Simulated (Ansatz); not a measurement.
## Lattice dynamics of InH (model cell, started as layered BN type)

Aim: the vibrations of InH (model cell, started as layered BN type), their spectra, and whether the structure is stable.

Program: Ansatz 0.2.0. Level of theory: DFT PBE, scalar-relativistic, plane waves, PAW. Results are calculated unless marked as measured.

This is a report of a sequence of runs, with most program output left out.

The structure was built from a prototype and need not be the compound's stable phase.

**1. The starting structure**

The structure is hexagonal, space group P6_3/mmc (No. 194). Conventional cell: a = 4.302 Å, b = 4.302 Å, c = 6.210 Å, α = 90.00°, β = 90.00°, γ = 120.00°. Nearest to In lie 3 H at 2.48 Å. Nearest to H lie 3 In at 2.48 Å. Farther neighbours are not listed.

Coordinates:

```cif
data_structure
_symmetry_space_group_name_H-M 'P 1'
_symmetry_Int_Tables_number 1
_cell_length_a 4.3024
_cell_length_b 4.3024
_cell_length_c 6.2100
_cell_angle_alpha 90.000
_cell_angle_beta 90.000
_cell_angle_gamma 120.000
_cell_volume 99.55
loop_
_atom_site_label
_atom_site_type_symbol
_atom_site_fract_x
_atom_site_fract_y
_atom_site_fract_z
_atom_site_occupancy
In1 In 0.33333 0.66667 0.25000 1
In2 In 0.66667 0.33333 0.75000 1
H3 H 0.66667 0.33333 0.25000 1
H4 H 0.33333 0.66667 0.75000 1
```

**2. Relaxation**

The cell and atoms are relaxed, since residual forces and stress would shift the frequencies.

input.yaml reads:

```yaml
crystal:
  lattice:
    - [4.30241, 0.0, 0.0]
    - [-2.15121, 3.726, 0.0]
    - [0.0, 0.0, 6.21]
  atoms:
    - { symbol: In, position: [0.333333, 0.666667, 0.25] }
    - { symbol: In, position: [0.666667, 0.333333, 0.75] }
    - { symbol: H, position: [0.666667, 0.333333, 0.25] }
    - { symbol: H, position: [0.333333, 0.666667, 0.75] }
kpoints:
  mp_grid: { grid: [12, 12, 6] }
hamiltonian:
  xc: pbe
scf:
  occupations: { method: gaussian, width: 0.1 }
output:
  forces: true
  stress: true
  eigenvalues: true
relax:
  adjacent_minimum: "off"
  f_tol: 0.005
  max_steps: 80
  cell: { stress_tol: 0.05 }
```

Started as:

```bash
$ ansatz run input.yaml --threads 4 --pin off --max-ram 7168MiB --backend cpu --events-out ev --progress --plain --runs-dir out
```

The job ended after 14 s (4 threads of Arm Neoverse V2, shared host; peak memory 0.47 GiB; 54 s of CPU time).

Relaxation path:

```csv
step,energy less that of the first step (eV),largest force component (eV/Å),pressure (GPa),volume (Å³)
1,0.0000,0.0000,-3.70,99.55
2,-0.2938,0.0000,-3.12,86.52
3,-0.4725,0.0000,-1.33,75.47
4,-0.4940,0.0000,0.66,70.98
5,-0.4961,0.0000,0.14,72.56
6,-0.4967,0.0000,0.02,72.73
7*,-0.4912,0.0000,-0.03,72.73
8,-0.4913,0.0000,0.00,72.60
9*,-0.4913,0.0000,0.00,72.60
```

Relaxation steps marked * repeat the geometry before them on a plane-wave basis chosen anew for their cell, so energy and pressure can jump there.

The run keeps the 24 symmetry operations that it works with, so distortions that break them were not tested.

```csv
cell as run,before,after,change
a (Å),4.302,3.772,-12.3 %
b (Å),4.302,3.772,-12.3 %
c (Å),6.210,5.891,-5.1 %
volume (Å³/atom),24.89,18.15,-27.1 %
```

Final coordinates:

```xyz
4
Lattice="3.7722 0.0000 0.0000 -1.8861 3.2668 0.0000 0.0000 0.0000 5.8914" Properties=species:S:1:pos:R:3 pbc="T T T"
In    0.0000    2.1779    1.4728
In    1.8861    1.0889    4.4185
H     1.8861    1.0889    1.4728
H     0.0000    2.1779    4.4185
```

Numbers from this step:

* pressure: -0.002732 GPa
* volume per atom: 18.15 Å³
* gap on the k-mesh: 0 eV

In this step the volume went from 24.89 to 18.15 Å³/atom.

**3. Relaxation**

The relaxation is repeated from its end on the same settings, as a check that it has come to rest.

input.yaml, the sections that differ from step 2:

```yaml
crystal:
  lattice:
    - [3.7721968407, 2.531e-06, 0.0]
    - [-1.8861006122, 3.2668170266, 0.0]
    - [0.0, 0.0, 5.8913884265]
  atoms:
    - { symbol: In, position: [0.3333333333, 0.6666666667, 0.25] }
    - { symbol: In, position: [0.6666666667, 0.3333333333, 0.75] }
    - { symbol: H, position: [0.6666666667, 0.3333333333, 0.25] }
    - { symbol: H, position: [0.3333333333, 0.6666666667, 0.75] }
output:
  forces: true
  stress: true
  eigenvalues: true
  write_density: true
  write_potential: true
  elf: true
  volumetric_format: npy
# kpoints, hamiltonian, scf, relax: as in step 2
```

Elapsed: 3.1 s, on 4 threads; peak memory 0.42 GiB; 12 s of CPU time.

Little changed from the start: no atom moved by 0.005 Å and no cell edge by 0.1 %.

Numbers from this step:

```yaml
pressure: -0.002737 GPa
```

In this step the volume went from 18.15 to 18.15 Å³/atom.

**4. Tight relaxation**

Phonons need a cell at rest on their own settings, so the relaxation is repeated with tight tolerances on forces and stress, using the mesh and the filling of the phonon run that follows.

input.yaml, the sections that differ from step 3:

```yaml
scf:
  occupations: { method: methfessel_paxton, width: 0.15 }
output:
  forces: true
  stress: true
  eigenvalues: true
relax:
  adjacent_minimum: "off"
  f_tol: 0.001
  max_steps: 60
  cell: { stress_tol: 0.01 }
# crystal, kpoints, hamiltonian: as in step 3
```

Run time: 3 s. Hardware: 4 threads; peak memory 0.41 GiB; 11 s of CPU time.

Little changed from the start: no atom moved by 0.005 Å and no cell edge by 0.1 %.

This step gave:

| Property | Result |
| --- | --- |
| pressure | -0.004038 GPa |

The forces vanish by symmetry and the pressure is -0.004 GPa, within the tolerances set. The cell now holds 18.15 Å³/atom.

**5. Modes at Γ**

The zone centre comes first: it holds the modes that light can see, as far as symmetry allows. No field response is asked, since the mesh shows no gap.

Changes to input.yaml since step 4:

```diff
@@ -17,9 +17,4 @@
 output:
-  forces: true
-  stress: true
   eigenvalues: true
-relax:
-  adjacent_minimum: "off"
-  f_tol: 0.001
-  max_steps: 60
-  cell: { stress_tol: 0.01 }
+phonons:
+  method: dfpt
```

The job ended after 36 s (4 threads; peak memory 1.3 GiB).

This step gave:

```
sum-rule residual before enforcement                    : 6.73e-6 eV/Å²
point group                                             : 6/mmm
highest optical mode at the zone centre (no LO-TO term) : 487.9 cm⁻¹
lowest optical zone-centre mode                         : -851.1 cm⁻¹
```

Patterns of degenerate modes are one choice out of their space. Modes at Γ, with each element's share of the kinetic energy (negative means imaginary):

```csv
mode,frequency (cm⁻¹),symmetry,In %,H %
1,-851.1,B1g,0,100
2,-206.6,A2u,1,99
3,-64.4,E2g,96,4
4,-64.4,E2g,96,4
5,0.0,acoustic,99,1
6,0.0,acoustic,99,1
7,0.0,acoustic,99,1
8,66.2,B1g,100,0
9,424.6,E2g,4,96
10,424.6,E2g,4,96
11,487.9,E1u,1,99
12,487.9,E1u,1,99
```

Displacements in mode 1 (-851.1 cm⁻¹), the largest set to 1:
```
In1  0.00  0.00 -0.01
In2  0.00  0.00  0.01
H3   0.00  0.00  1.00
H4   0.00  0.00 -1.00
```

Displacements in mode 9 (424.6 cm⁻¹), the largest set to 1:
```
In1  0.02  0.00  0.00
In2 -0.02  0.00  0.00
H3  -1.00  0.00  0.00
H4   1.00  0.00  0.00
```

Before it was imposed, the acoustic sum rule was missed by 6.7e-6 eV/Å². Small misses are needed for a sound result but don't prove that mesh and cutoff are converged. The lowest optical mode is imaginary, 851.1i cm⁻¹, so the energy falls along it.

**6. Response at finite wavevector**

The mesh has a single point along some directions, so zone-edge points there are not solved. Linear response on a 2×2×1 q mesh gives force constants as far as a supercell of that size would.

Changes to input.yaml since step 5:

```diff
@@ -20 +20,9 @@
   method: dfpt
+  qmesh: [2, 2, 1]
+  temperatures: { t_max: 1000, t_step: 50 }
+  qpath:
+    path:
+      - [[0.0, 0.0, 0.0], [0.5, 0.0, 0.0], [0.33333333, 0.33333333, 0.0], [0.0, 0.0, 0.0], [0.0, 0.0, 0.5], [0.5, 0.0, 0.5], [0.33333333, 0.33333333, 0.5], [0.0, 0.0, 0.5]]
+      - [[0.5, 0.0, 0.5], [0.5, 0.0, 0.0]]
+      - [[0.33333333, 0.33333333, 0.5], [0.33333333, 0.33333333, 0.0]]
+    npoints: 10
```

It took 76 s on 4 threads; peak memory 1.2 GiB; 4.9 min of CPU time.

This step gave:

```
sum-rule residual before enforcement                          : 7.28e-6 eV/Å²
lowest mode on the q mesh (acoustic modes at Γ apart)         : -922.1 cm⁻¹
highest frequency at a solved wavevector (no LO-TO term at Γ) : 487.9 cm⁻¹
```

Frequencies (cm⁻¹) solved at each irreducible wavevector; negative means imaginary. Frequencies by wavevector, by row:

```csv
q in reciprocal lattice units,star,mode 1,mode 2,mode 3,mode 4,mode 10,mode 11,mode 12
0 0 0,1,-851.1,-206.6,-64.4,-64.4,424.6,487.9,487.9
0 -0.5 0,3,-922.1,-700,-280.1,-277.3,92.3,150.1,251.9
```

Symmetry leaves 2 wavevectors to solve. The lowest mode among them, the acoustic zeros apart, lies at q = (0, -0.5, 0) and is imaginary, 922.1i cm⁻¹, so the energy falls along it.

**7. Another isotope, element H, natural mass 1.008 amu**

An isotope changes the mass and not the force constants, so no new electronic calculation is needed; the shifts show which modes move this element.

The same force constants with the mass of H changed from 1.008 to 2.014 u (phonopy, no LO-TO term). Both lists are sorted by frequency; levels can cross, so a row need not hold one and the same mode. Modes under 3 cm⁻¹ are left out. Isotope shifts, by row:

```csv
q,rank,natural mass (cm⁻¹),changed mass (cm⁻¹)
0 0 0,1,-851.1,-603.2
0 0 0,2,-206.6,-146.8
0 0 0,3,-64.39,-63.16
0 0 0,4,-64.39,-63.16
0 0 0,8,66.17,66.05
0 0 0,9,424.6,306.2
0 0 0,10,424.6,306.2
0 0 0,11,487.9,346.7
0 0 0,12,487.9,346.7
0 -0.5 0,1,-922.1,-652.9
0 -0.5 0,2,-700,-495.3
0 -0.5 0,3,-280.1,-212.7
0 -0.5 0,4,-277.3,-197.1
0 -0.5 0,5,-265.8,-188.1
0 -0.5 0,6,-67.4,-63.86
0 -0.5 0,7,18.22,18.22
0 -0.5 0,8,52.23,51.99
0 -0.5 0,9,89.9,89.88
0 -0.5 0,10,92.33,92.26
0 -0.5 0,11,150.1,139.8
0 -0.5 0,12,251.9,188.1
```

A mode of this element alone would shift by -29.26 %. The highest zone-centre frequency without the field goes from 487.9 to 346.7 cm⁻¹ (-28.9 %).

**8. Isotope substitution, element In, natural mass 114.818 amu**

The same for In, from 114.82 to 112.90 u.

The same force constants with the mass of In changed from 114.818 to 112.904 u (phonopy, no LO-TO term). Both lists are sorted by frequency; levels can cross, so a row need not hold one and the same mode. Modes under 3 cm⁻¹ are left out. Isotope shifts, by row:

```csv
q,rank,natural mass (cm⁻¹),changed mass (cm⁻¹)
0 0 0,1,-851.1,-851.2
0 0 0,2,-206.6,-206.6
0 0 0,3,-64.39,-64.91
0 0 0,4,-64.39,-64.91
0 0 0,8,66.17,66.72
0 0 0,9,424.6,424.8
0 0 0,10,424.6,424.8
0 0 0,11,487.9,488
0 0 0,12,487.9,488
0 -0.5 0,1,-922.1,-922.1
0 -0.5 0,2,-700,-700
0 -0.5 0,3,-280.1,-280.5
0 -0.5 0,4,-277.3,-277.3
0 -0.5 0,5,-265.8,-265.8
0 -0.5 0,6,-67.4,-67.9
0 -0.5 0,7,18.22,18.37
0 -0.5 0,8,52.23,52.67
0 -0.5 0,9,89.9,90.66
0 -0.5 0,10,92.33,93.11
0 -0.5 0,11,150.1,151.1
0 -0.5 0,12,251.9,252.2
```

A mode of this element alone would shift by +0.84 %. The highest zone-centre frequency without the field goes from 487.9 to 488.0 cm⁻¹ (+0.0 %).

**9. What came out**

- space group after relaxation (within 0.01 Å): P6_3/mmc
- volume per atom: 18.2 Å³
- electronic character: no gap on this mesh
- highest optical mode at the zone centre (no LO-TO term): 488 cm⁻¹
- lowest optical zone-centre mode: -851 cm⁻¹
- lowest mode on the q mesh (acoustic modes at Γ apart): -922 cm⁻¹
- imaginary modes on the 2×2×1 q mesh: yes

**Reading.** Modes are clearly imaginary (beyond 10i cm⁻¹) at 2 of the 2 irreducible wavevectors, most at q = (0, -0.5, 0) (922.1i cm⁻¹), so this structure is not a minimum of the energy. The optical modes at Γ span -851 to 488 cm⁻¹ (negative means imaginary). The highest mode in this list at Γ, 487.9 cm⁻¹, is mostly motion of H (99 % of the kinetic energy). The q mesh is too sparse to interpolate, so only the solved wavevectors are given. With no gap, or one that is small against the smearing, the frequencies hang on the k mesh and the smearing, most of all near Kohn anomalies. The starting cell was built on a prototype and not taken from a measurement, so the phase need not exist. These are harmonic frequencies at zero temperature: anharmonic shifts, linewidths and thermal expansion are left out.

[Logs are printed without paths, hosts, clocks, repeated set-up lines and the standing remarks that a program may print on its own settings, such as how far it seeks lower states.]

[Hosts, paths, dates, database ids (printed as entryN), source tags and the programs' standing remarks are cut or masked in the printed files.]
